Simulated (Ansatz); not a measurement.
# Ru_Al in AlN (F-43m): charge-transition levels and formation energies, part 2 of 2

Charge states of Ru_Al in AlN (F-43m), set against the band edges. Model: a cell of 54 host atoms with 1 Al taken out and 1 Ru put in.

Ansatz; place-levels on r2SCAN runs: charge-transition levels and formation energies with image-charge correction and potential alignment at the atomic sites; PAW set soft_1.

So far: The structure; What was run first.

**3. Levels against the band edges, r2SCAN**

A charged cell interacts with its images and the background, and its potential has another zero than the host's. place-levels removes the first by a point-charge model, screened by the static dielectric constant since the ions have relaxed around the charge, and the second by comparing potentials at atoms far from the defect.

The host is a run of the defect-free crystal in the same cutoffs, grids and k-points, so that basis and sampling errors cancel in part in the differences. The host is run in a cell of 2 atoms on a matching mesh. Its band edges are searched through the zone by a band path, so the gap is smaller than, or equal to, that on the mesh. Chemical potentials are energies per atom of Al (fcc) and Ru (hcp), run with the same functional and cutoff.

Contents of levels.point.yaml:

```yaml
host:
  run: host.point.run
states: [qm1.point.run, qm1_M4.point.run, qm1_M2.point.run, q0_M1.point.run, q0_M5.point.run, q0_M3.point.run, qp1.point.run, qp1_M4.point.run, qp1_M2.point.run, qp2_M1.point.run, qp2_M3.point.run]
geometry_from:
  qm1.point.run: qm1.relax.run
  qm1_M4.point.run: qm1_M4.relax.run
  qm1_M2.point.run: qm1_M2.relax.run
  q0_M1.point.run: q0_M1.relax.run
  q0_M5.point.run: q0_M5.relax.run
  q0_M3.point.run: q0_M3.relax.run
  qp1.point.run: qp1.relax.run
  qp1_M4.point.run: qp1_M4.relax.run
  qp1_M2.point.run: qp1_M2.relax.run
  qp2_M1.point.run: qp2_M1.relax.run
  qp2_M3.point.run: qp2_M3.relax.run
  host.point.run: host.relax.run
chemical_potentials:
  Al:
    energy: -540.418346
    dataset: <sha256 of the dataset>
  Ru:
    energy: -5890.744868
    dataset: "<sha256 of the dataset>"
epsilon: 4.64
static_epsilon: 8.51
vertical:
  - { from: qm1.point.run, to: qm1.point_neutral.run }
  - { from: qm1_M2.point.run, to: qm1_M2.point_neutral.run }
  - { from: qp1.point.run, to: qp1.point_neutral.run }
  - { from: qp1_M4.point.run, to: qp1_M4.point_neutral.run }
  - { from: qp1_M2.point.run, to: qp1_M2.point_neutral.run }
  - { from: qp2_M1.point.run, to: qp2_M1.point_neutral.run }
  - { from: qp2_M3.point.run, to: qp2_M3.point_neutral.run }
```

Launch:

```console
> ansatz place-levels levels.point.yaml -- --threads 4 --pin off --max-ram 7536MiB
```

Log:

```text
[... repeated set-up lines and file paths are left out, and long positions are rounded to six places ...]
(+2/+1) 0.619 eV above the valence edge, 3.299 eV under the conduction edge
(+1/0) 2.481 eV above the valence edge, 1.437 eV under the conduction edge
(0/-1) 3.005 eV above the valence edge, 0.913 eV under the conduction edge
formation energy of charge +2: +3.818 eV with the Fermi level at the valence edge
formation energy of charge +1: +4.437 eV with the Fermi level at the valence edge
formation energy of charge 0: +6.918 eV with the Fermi level at the valence edge
formation energy of charge -1: +9.923 eV with the Fermi level at the valence edge
vertical -1 to 0: no energy, since no alignment is typed
  the change from vertical[0].from (qm1.point.run) to vertical[0].to (qm1.point_neutral.run): by its potential at epsilon 4.64 it stands at 0.331 0.664 0.662, with an rms radius of about 1.5 Å (0.9 0.9 0.9 Å across the planes of the cell's vectors); [...]
vertical -1 to 0: no energy, since no alignment is typed
  the change from vertical[1].from (qm1_M2.point.run) to vertical[1].to (qm1_M2.point_neutral.run): by its potential at epsilon 4.64 it stands at 0.353 0.685 0.718, with an rms radius of about 1.5 Å (1.0 1.0 0.6 Å across the planes of the cell's vectors); [...]
vertical +1 to 0: no energy, since no alignment is typed
  the change from vertical[2].from (qp1.point.run) to vertical[2].to (qp1.point_neutral.run): by its potential at epsilon 4.64 it stands at 0.364 0.701 0.703, with an rms radius of about 1.9 Å (1.1 1.1 1.1 Å across the planes of the cell's vectors); [...]
vertical +1 to 0: no energy, since no alignment is typed
  the change from vertical[3].from (qp1_M4.point.run) to vertical[3].to (qp1_M4.point_neutral.run): by its potential at epsilon 4.64 it stands at 0.358 0.720 0.692, with an rms radius of about 1.5 Å (0.8 0.9 0.8 Å across the planes of the cell's vectors); [...]
vertical +1 to 0: no energy, since no alignment is typed
  the change from vertical[4].from (qp1_M2.point.run) to vertical[4].to (qp1_M2.point_neutral.run): by its potential at epsilon 4.64 it stands at 0.348 0.697 0.694, with an rms radius of about 1.5 Å (1.0 0.8 0.8 Å across the planes of the cell's vectors); [...]
vertical +2 to 0: no energy, since no alignment is typed
  the change from vertical[5].from (qp2_M1.point.run) to vertical[5].to (qp2_M1.point_neutral.run): by its potential at epsilon 4.64 it stands at 0.367 0.699 0.702, with an rms radius of about 1.9 Å (1.1 1.1 1.1 Å across the planes of the cell's vectors); [...]
vertical +2 to 0: no energy, since no alignment is typed
  the change from vertical[6].from (qp2_M3.point.run) to vertical[6].to (qp2_M3.point_neutral.run): by its potential at epsilon 4.64 it stands at 0.361 0.693 0.693, with an rms radius of about 1.7 Å (1.0 1.0 1.0 Å across the planes of the cell's vectors); [...]
  edges by r2scan, gap 3.918 eV; the host is sampled to repeats of 18.54 Å
  the defect's cells are sampled to repeats of 18.54 Å, like sampling
  charge +2: -30427.7445 eV with its correction of +1.809 eV, at epsilon 8.51, aligned at sites: +0.3125 eV, mean over 19 atomic sites at or beyond 4.63 Å from the host's site at [0.3332, 0.6666, 0.6666] by the defect at [0.3333, 0.6667, 0.6667], with [...]
  charge +1: -30420.4247 eV with its correction of +0.626 eV, at epsilon 8.51, aligned at sites: +0.3296 eV, mean over 19 atomic sites at or beyond 4.63 Å from the host's site at [0.3332, 0.6666, 0.6666] by the defect at [0.3333, 0.6667, 0.6667], with [...]
  charge 0: +0.000 eV for its dipole among its images, +0.000 omitted
  charge -1: -30401.5368 eV with its correction of -0.111 eV, at epsilon 8.51, aligned at sites: +0.4070 eV, mean over 19 atomic sites at or beyond 4.63 Å from the host's site at [0.3332, 0.6666, 0.6666] by the defect at [0.3333, 0.6667, 0.6667], with [...]
  charge +2: states[10] (qp2_M3.point.run) stands 0.787 eV higher, with a moment of 3.00 μB against 1.00
  charge +1: states[8] (qp1_M2.point.run) stands 0.839 eV higher, with a moment of 2.00 μB against 0.00
  charge +1: states[7] (qp1_M4.point.run) stands 1.130 eV higher, with a moment of 4.00 μB against 0.00
  charge 0: states[4] (q0_M5.point.run) stands 0.172 eV higher, with a moment of 5.00 μB against 1.00
  charge 0: states[5] (q0_M3.point.run) stands 0.333 eV higher, with a moment of 3.00 μB against 1.00
  charge -1: states[2] (qm1_M2.point.run) stands 0.143 eV higher, with a moment of 2.00 μB against 4.00
  charge -1: states[0] (qm1.point.run) stands 0.446 eV higher, with a moment of 0.00 μB against 4.00
  of states[9] (qp2_M1.point.run): it parts from the run that its charge is read beside by 2 carriers, of which the mean alone is read, by its potential at epsilon 4.64, taken for that of held ions (one typed too small widens it): that is narrow, but one of [...]
  of states[6] (qp1.point.run): its alignment with the host at atomic sites is doubtful: the mean over the far sites moves by -0.0668 eV from their farther parts to their nearer, more than 0.05 eV. [...]
  of states[3] (q0_M1.point.run): its alignment with the host at atomic sites is doubtful: the mean over the far sites moves by +0.0745 eV from their farther parts to their nearer, more than 0.05 eV. [...]
  of states[1] (qm1_M4.point.run): how wide its charge is, is not read beside other atoms or cores, and a band state would take no correction. [...]
  of states[10] (qp2_M3.point.run): it parts from the run that its charge is read beside by 2 carriers, of which the mean alone is read, by its potential at epsilon 4.64, taken for that of held ions (one typed too small widens it): that is narrow, but one of [...]
  of states[8] (qp1_M2.point.run): its alignment with the host at atomic sites is doubtful: the mean over the far sites moves by -0.0508 eV from their farther parts to their nearer, more than 0.05 eV. [...]
  of states[7] (qp1_M4.point.run): stability_check_not_made
  of states[4] (q0_M5.point.run): its alignment with the host at atomic sites is doubtful: the mean over the far sites moves by +0.1176 eV from their farther parts to their nearer, more than 0.05 eV. [...]
  of states[5] (q0_M3.point.run): its alignment with the host at atomic sites is doubtful: the mean over the far sites moves by +0.0896 eV from their farther parts to their nearer, more than 0.05 eV. [...]
  of states[2] (qm1_M2.point.run): its alignment with the host at atomic sites is doubtful: the mean over the far sites moves by +0.2156 eV from their farther parts to their nearer, more than 0.05 eV. [...]
  of states[0] (qm1.point.run): its alignment with the host at atomic sites is doubtful: the mean over the far sites moves by +0.1734 eV from their farther parts to their nearer, more than 0.05 eV. [...]
  of vertical[0].to (qm1.point_neutral.run): stability_check_not_made
  of vertical[1].from (qm1_M2.point.run): stability_check_not_made
  of vertical[1].to (qm1_M2.point_neutral.run): stability_check_not_made
  vertical[2].to (qp1.point_neutral.run): levels filled in part (TS 0.005 eV): its energy is of no whole electron's
  of vertical[2].to (qp1.point_neutral.run): stability_check_not_made
  of vertical[3].from (qp1_M4.point.run): stability_check_not_made
  of vertical[3].to (qp1_M4.point_neutral.run): stability_check_not_made
  of vertical[4].from (qp1_M2.point.run): stability_check_not_made
  of vertical[4].to (qp1_M2.point_neutral.run): stability_check_not_made
  of vertical[5].from (qp2_M1.point.run): stability_check_not_made; [...]
  vertical[5].to (qp2_M1.point_neutral.run): levels filled in part (TS 0.005 eV): its energy is of no whole electron's
  of vertical[5].to (qp2_M1.point_neutral.run): its moments are held at its close (magnetization.spin_locking), by a field of 0.002 eV a Bohr magneton, and its energy and levels are of the state that this holds: a run that lets them go can end lower; [...]
  of vertical[6].from (qp2_M3.point.run): its moments are held at its close (magnetization.spin_locking), by a field of 0.028 eV a Bohr magneton, and its energy and levels are of the state that this holds: a run that lets them go can end lower; [...]
  of vertical[6].to (qp2_M3.point_neutral.run): stability_check_not_made
```

It took 1.2 s on 4 threads of Arm Neoverse V1, shared host.

Levels between the charges placed, in eV above the valence top:

|  | gap (eV) | (+2/+1) | (+1/0) | (0/−1) |
| --- | --- | --- | --- | --- |
| r2SCAN | 3.92 | 0.62 | 2.48 | 3.01 |

Corrections by state:

| charge | moment (μB) | image terms and alignment (eV) | band filling (eV) | ε used | over the lowest of its charge, as the program ranks them, band filling apart (eV) |
| --- | --- | --- | --- | --- | --- |
| +2 | 1.0 | 1.809 | - | 8.51 | 0.000 |
| +1 | 0.0 | 0.626 | - | 8.51 | 0.000 |
| 0 | 1.0 | 0.000 | - | - | 0.000 |
| −1 | 4.0 | -0.111 | - | 8.51 | 0.000 |
| +2 | 3.0 | 1.832 | - | 8.51 | 0.787 |
| +1 | 2.0 | 0.641 | - | 8.51 | 0.839 |
| +1 | 4.0 | 0.653 | - | 8.51 | 1.130 |
| 0 | 5.0 | 0.000 | - | - | 0.172 |
| 0 | 3.0 | 0.000 | - | - | 0.333 |
| −1 | 2.0 | -0.096 | - | 8.51 | 0.143 |
| −1 | 0.0 | -0.113 | - | 8.51 | 0.446 |

The charged structures listed were also run neutral, and place-levels reads from each pair, by the potential or the spins, how wide the charge is by which they differ; that can be the carrier of either run.

| charge | rms radius (Å) | spread where it is widest against the cell (Å) | wide from (Å) | reading |
| --- | --- | --- | --- | --- |
| +2 | 1.9 | 1.08 | 1.31 | narrow |
| +1 | 1.9 | 1.11 | 1.31 | narrow |

The neutral runs of these pairs need not share the spin of the lowest neutral state, and very wide values only mean spread over the cell.

From the program's caveats on the states, each cut to its opening words:

- charge +2 (1 μB), +2 (3 μB): it parts from the run that its charge is read beside by 2 carriers, of which the mean alone is read, by its potential at epsilon 4.64, taken for that of held [...]
- charge +2 (1 μB): its alignment with the host at atomic sites is doubtful: the mean over the far sites moves by -0.1896 eV from their farther parts to their nearer, more than [...]
- charge +2 (1 μB), 0 (1 μB), −1 (4 μB), +2 (3 μB), +1 (2 μB), +1 (4 μB), 0 (5 μB), 0 (3 μB), −1 (2 μB): flagged: stability check not made
- charge +1: its alignment with the host at atomic sites is doubtful: the mean over the far sites moves by -0.0668 eV from their farther parts to their nearer, more than [...]
- charge 0 (1 μB): its alignment with the host at atomic sites is doubtful: the mean over the far sites moves by +0.0745 eV from their farther parts to their nearer, more than [...]
- charge −1 (4 μB): how wide its charge is, is not read beside other atoms or cores, and a band state would take no correction
- charge −1 (4 μB): its alignment with the host at atomic sites is doubtful: the mean over the far sites moves by +0.2420 eV from their farther parts to their nearer, more than [...]
- charge +2 (3 μB): its alignment with the host at atomic sites is doubtful: the mean over the far sites moves by -0.1701 eV from their farther parts to their nearer, more than [...]
- charge +2 (3 μB): its moments are held at its close (magnetization.spin_locking), by a field of 0.028 eV a Bohr magneton, and its energy and levels are of the state that this [...]
- charge +1 (2 μB): its alignment with the host at atomic sites is doubtful: the mean over the far sites moves by -0.0508 eV from their farther parts to their nearer, more than [...]
- charge 0 (5 μB): its alignment with the host at atomic sites is doubtful: the mean over the far sites moves by +0.1176 eV from their farther parts to their nearer, more than [...]
- charge 0 (3 μB): its alignment with the host at atomic sites is doubtful: the mean over the far sites moves by +0.0896 eV from their farther parts to their nearer, more than [...]
- charge −1 (2 μB): its alignment with the host at atomic sites is doubtful: the mean over the far sites moves by +0.2156 eV from their farther parts to their nearer, more than [...]
- charge −1: its alignment with the host at atomic sites is doubtful: the mean over the far sites moves by +0.1734 eV from their farther parts to their nearer, more than [...]

Chemical potentials of the elements' reference phases, run alike. Formation energy by charge state (elemental references; gap 3.92 eV):

| charge | at valence top (eV) | at conduction bottom (eV) | correction included (eV) |
| --- | --- | --- | --- |
| +2 | 3.82 | 11.65 | 1.81 |
| +1 | 4.44 | 8.35 | 0.63 |
| 0 | 6.92 | 6.92 | 0.00 |
| −1 | 9.92 | 6.01 | -0.11 |

(Fermi level (eV), lowest formation energy (eV)): (0.00, 3.82), (0.36, 4.53), (0.71, 5.15), (1.07, 5.50), (1.42, 5.86), (1.78, 6.22), (2.14, 6.58), (2.49, 6.92), (2.85, 6.92), (3.21, 6.72), (3.56, 6.36), (3.92, 6.01)

**4. The same at the relaxations' own k-points**

The relaxations' own energies give the levels at their sampling, for comparison.

Contents of levels.relax_mesh.yaml:

```yaml
host:
  run: host.relax.run
states: [qm1.relax.run, qm1_M4.relax.run, qm1_M2.relax.run, q0_M1.relax.run, q0_M5.relax.run, q0_M3.relax.run, qp1.relax.run, qp1_M4.relax.run, qp1_M2.relax.run, qp2_M1.relax.run, qp2_M3.relax.run]
chemical_potentials:
  Al:
    energy: -540.418346
    dataset: <sha256 of the dataset>
  Ru:
    energy: -5890.744868
    dataset: "<sha256 of the dataset>"
```

Launch:

```console
> ansatz place-levels levels.relax_mesh.yaml -- --threads 4 --pin off --max-ram 7536MiB
```

Log:

```text
(+2/+1) 0.570 eV above the valence edge, 3.301 eV under the conduction edge
(+1/0) 2.454 eV above the valence edge, 1.416 eV under the conduction edge
(0/-1) 3.273 eV above the valence edge, 0.597 eV under the conduction edge
formation energy of charge +2: +3.289 eV with the Fermi level at the valence edge
formation energy of charge +1: +3.858 eV with the Fermi level at the valence edge
formation energy of charge 0: +6.313 eV with the Fermi level at the valence edge
formation energy of charge -1: +9.586 eV with the Fermi level at the valence edge
  edges by r2scan, gap 3.870 eV; the host is sampled to repeats of 9.27 Å
[... the lines on each state left out ...]
```

Wall time 0.32 s (4 threads).

Levels between neighbouring charges, in eV above the valence top:

|  | gap (eV) | (+2/+1) | (+1/0) | (0/−1) |
| --- | --- | --- | --- | --- |
| one point at (¼, ¼, ¼) | 3.87 | 0.57 | 2.45 | 3.27 |
| a 2×2×2 shifted mesh | 3.92 | 0.62 | 2.48 | 3.01 |

Going from one point at (¼, ¼, ¼) to a 2×2×2 shifted mesh moves the levels that carry no band-filling term by up to 0.27 eV and formation energies against the elements by up to 0.61 eV.

**5. Summary of results**

- gap of the host: 3.92 eV (r2SCAN)
- level (plus 2/plus 1): 0.62 eV above the valence top
- level (plus 1/0): 2.48 eV above the valence top
- level (0/minus 1): 3.01 eV above the valence top
- lowest of the charges placed, just above the valence top (0.02 eV): +2
- lowest of the charges placed, just below the conduction bottom (0.02 eV): −1
- lowest formation energy at mid-gap of the charges run, elemental references: 6.40 eV

**Reading.** Of the charges placed (−1, 0, +1 and +2), the lowest changes at 0.62 eV (+2/+1), 2.48 eV (+1/0) and 3.01 eV (0/−1) above the valence top, in a gap of 3.92 eV. (+2/+1) lies nearer to a band edge than the share of the finite-size correction in it (1.18 eV), and that correction holds for a localised charge alone. Charges above +2 and below −1 were not placed, so these runs say nothing of levels that involve them. States placed: +2 at 1 μB and 3 μB; +1 at 0 μB, 2 μB and 4 μB; 0 at 1 μB, 5 μB and 3 μB; −1 at 4 μB, 2 μB and 0 μB. Other spin states or structures, where not listed, weren't placed. Corrections reach 1.8 eV, so the cell is small for these charges and their levels are rough. Ru is taken at its element; compounds, which aren't counted here, bound the chemical potentials and would shift these formation energies. Going from one point at (¼, ¼, ¼) to a 2×2×2 shifted mesh moves the levels that carry no band-filling term by up to 0.27 eV and formation energies against the elements by up to 0.61 eV. The program doubts the alignment of potentials for at least one state, a sign that the cell is small. Limits: r2SCAN makes the gap too small and tends to spread out bound carriers; where a gas molecule sets a chemical potential or the host's formation energy, its binding is uncorrected; spin–orbit coupling, which can matter with heavy atoms, is left out; force components of up to 0.23 eV/Å remain in a run at the final settings.

[Logs are printed without paths, hosts, clocks, repeated set-up lines and the standing remarks that a program may print on its own settings, such as how far it seeks lower states.]

[Hosts, paths, dates, database ids (printed as entryN), source tags and the programs' standing remarks are cut or masked in the printed files.]

[Where a table of states has a column of steps, it counts the stored structures, which are thinned; the runs took as many ionic steps or more.]

[A defect's name tells the site on which it was built; relaxed atoms can leave that site.]

[For some hosts the program warned that the k-mesh of the response run may be too coarse for force constants and the static dielectric constant; such warnings are not shown here.]
